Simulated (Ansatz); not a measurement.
# Surface energy of Cu(111) slab (24 atoms)

What is the surface energy of this cell, counted against the bulk crystal, and how far does it hang on functional and mesh?

Calculated with Ansatz 0.2.0: Kohn-Sham DFT, PBE, PAW (set soft_2), plane waves; cutoff 420 eV, fermi-dirac smearing of 0.1 eV. Cutoffs: 420 eV for PBE and PBEsol; 500 eV for r2SCAN.

**The cells**

The cell holds 24 atoms: 24 Cu. Its edges and angles: a = 5.141 Å, b = 5.141 Å, c = 25.493 Å, α = 90.0°, β = 90.0°, γ = 120.0°. It derives from Cu. The starting structure: Slab of Cu cut on (1 1 1), 10.5 Å thick, 2 x 2 surface cells, both faces free, 15 Å of vacuum; not relaxed. Lattice constants are starting values near those of PBE. Vacuum lies along c.

The bulk reference is Cu4 in a cell of 4 atoms, 12.008 Å³ an atom.

The input of the single point on the relaxed cell:

```yaml
crystal:
  lattice:
    - [5.14067, 0.0, 0.0]
    - [-2.57033, 4.45195, 0.0]
    - [0.0, 0.0, 25.49334]
  atoms:
    - { symbol: Cu, position: [0.16667, 0.33333, 0.29636] }
    - { symbol: Cu, position: [1.0, 1.0, 0.37777] }
    - { symbol: Cu, position: [0.33333, 0.16667, 0.4591] }
    - { symbol: Cu, position: [0.16667, 0.33333, 0.5409] }
    [... 18 atom lines left out ...]
    - { symbol: Cu, position: [0.5, 0.5, 0.62223] }
    - { symbol: Cu, position: [0.83333, 0.66667, 0.70364] }
kpoints:
  mp_grid: { grid: [8, 8, 1] }
hamiltonian:
  xc: pbe
scf:
  occupations: { method: fermi_dirac, width: 0.1 }
output:
  forces: true
  populations: true
  dos:
    method: { smearing: { sigma: 0.08 } }
    de: 0.1
    projected: { site_lists: { Cu: [Cu] } }
  eigenvalues: true
  write_density: true
  write_potential: true
  volumetric_format: npy
```

```
        cell  formula                    k-mesh  relaxation steps  gain on relaxing (eV)  free energy, PBE (eV)  time of its runs on this page
Cu(111) slab     Cu24  8×8×1 (relaxed on 5×5×1)                 3                   0.02            -159000.544                           47 s
     bulk Cu      Cu4                  15×15×15                 -                      -             -26500.717                           18 s
```

**Surface energy**

The excess is the cell's free energy less 6 times that of the bulk cell. It is divided by twice the area, as the cell holds two faces, so the value is their mean, and they need not be alike (22.89 Å²), with 1 eV/Å² = 16.022 J/m².

| level | k-mesh | excess (eV) | surface energy (J/m²) | per area (meV/Å²) |
| --- | --- | --- | --- | --- |
| PBE | 8×8×1 | 3.760 | 1.316 | 82.1 |
| PBE, denser mesh | 10×10×1 | 3.789 | 1.326 | 82.8 |
| r2SCAN | 8×8×1 | 4.401 | 1.540 | 96.2 |
| PBEsol | 8×8×1 | 4.595 | 1.609 | 100.4 |

Worked for the first row at PBE: (-159000.544) − 6 × (-26500.717) = 3.760 eV (from unrounded energies).

Then 3.760 / (2 × 22.89) × 16.022 = 1.316 J/m².

**Neighbours**

Bonds by pair of elements; cutoffs follow the first minimum of g(r), held within bounds set by covalent radii, and pairs that aren't listed don't count as bonded:

```
pair A-B  cutoff (Å)  bonds  mean length (Å)  spread (Å)  shortest (Å)  B about A  A about B
   Cu-Cu        2.98    132             2.56       0.009          2.55         11         11
```

How many atoms have how many bonded neighbours:

```
element  mean  9  12
     Cu    11  8  16
```

**Findings**

At PBE the surface energy is 1.32 J/m². At the same geometries the levels give 1.32 (PBE) to 1.61 J/m² (PBEsol) and the denser mesh moves it by +0.01 J/m². Relaxing the atoms lowered it by 0.007 J/m² from the start (on the 5×5×1 mesh of the relaxation), and the farthest atom moved 0.06 Å. By these cutoffs 8 of 24 Cu atoms differ from the commonest count of 12.

Limits: The cell edges were held, so the lattice is the typed one for every functional. Cell and bulk are sampled on unlike meshes, and the error grows with the number of atoms subtracted. These are free energies under a smearing of 0.1 eV, whose entropy term isn't removed. In some runs the program notes that positions were snapped to a detected symmetry and the exchange-correlation potential is rough where the density is thin.

[Logs are printed without paths, hosts, clocks, repeated set-up lines and the standing remarks that a program may print on its own settings, such as how far it seeks lower states.]

[Hosts, paths, dates, database ids (printed as entryN), source tags and the programs' standing remarks are cut or masked in the printed files.]
